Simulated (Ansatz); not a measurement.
In doubt: one-shot GW on d or f shells is unsure, so the values of those runs are not to be relied on.

GaCuSe2 (I-42d), computed twice by G0W0.

Symmetry: I-42d, No. 122, tetragonal system. The conventional cell has a = 5.619 Å, b = 5.619 Å, c = 11.026 Å, α = 90.00°, β = 90.00°, γ = 90.00°. Ga has 4 Se at 2.42 Å nearest. Cu has 4 Se at 2.42 Å nearest. Nearest to Se lie 2 Ga at 2.42 Å and 2 Cu at 2.42 Å. Farther neighbours and most contacts between anions are not listed.

```yaml
crystal:
  lattice:
    - [-2.80955, 2.80955, 5.51300]
    - [2.80955, -2.80955, 5.51300]
    - [2.80955, 2.80955, -5.51300]
  atoms:
    - { symbol: Ga, position: [0.50000, 0.50000, 0.00000] }
    - { symbol: Ga, position: [0.25000, 0.75000, 0.50000] }
    - { symbol: Cu, position: [0.00000, 0.00000, 0.00000] }
    - { symbol: Cu, position: [0.75000, 0.25000, 0.50000] }
    - { symbol: Se, position: [0.37500, 0.37562, 0.50062] }
    - { symbol: Se, position: [0.62438, 0.12500, 0.99938] }
    - { symbol: Se, position: [0.87500, 0.87438, 0.49938] }
    - { symbol: Se, position: [0.12562, 0.62500, 0.00062] }
```

The cell and positions come from the Crystallography Open Database and are kept as given unless a step says otherwise.

The first (Ansatz 0.2.0; start PBE, 4×4×4 mesh, 395 empty bands, screening to 100 eV, PAW set soft_1 files; 1 × NVIDIA H100 80GB HBM3 (shared by 6 runs) with 2 threads of AMD EPYC 7R13 (Zen 3), shared host) gave, on its mesh: starting gap 0.23 eV, G0W0 gap 0.80 eV, RPA ε∞ (mean) 75.82, 51 s.

**Question.** The second changes start from PBE to LDA. What does it give?

It gave: starting gap 0.08 eV, G0W0 gap 0.77 eV, RPA ε∞ (mean) 1337.00, 56 s. The G0W0 gap moves by −0.02 eV, −0.16 eV from the start and +0.13 eV from the correction. Σc changes by −0.30 eV at the valence top and −0.07 eV at the conduction bottom, and Σx − Vxc between them by −0.09 eV.

Limits: not at the basis limit; mesh may overstate the screening; screening runs away on this mesh; d shell near the gap, gap tends to lie low; no spin-orbit coupling; coarse k mesh.

[Paths, hosts, dates, memory and timing lines, banners, echoed tables and standing remarks are left out of the program output.]

[Logs are printed without paths, hosts, clocks, repeated set-up lines and the standing remarks that a program may print on its own settings, such as how far it seeks lower states.]

[Runs of the session that timed out or met a known fault of the program may be left out.]

[Cells called generated may have been cut or substituted from an entry of the Crystallography Open Database or the Materials Project.]

[Hosts, paths, dates, database ids (printed as entryN), source tags and the programs' standing remarks are cut or masked in the printed files.]
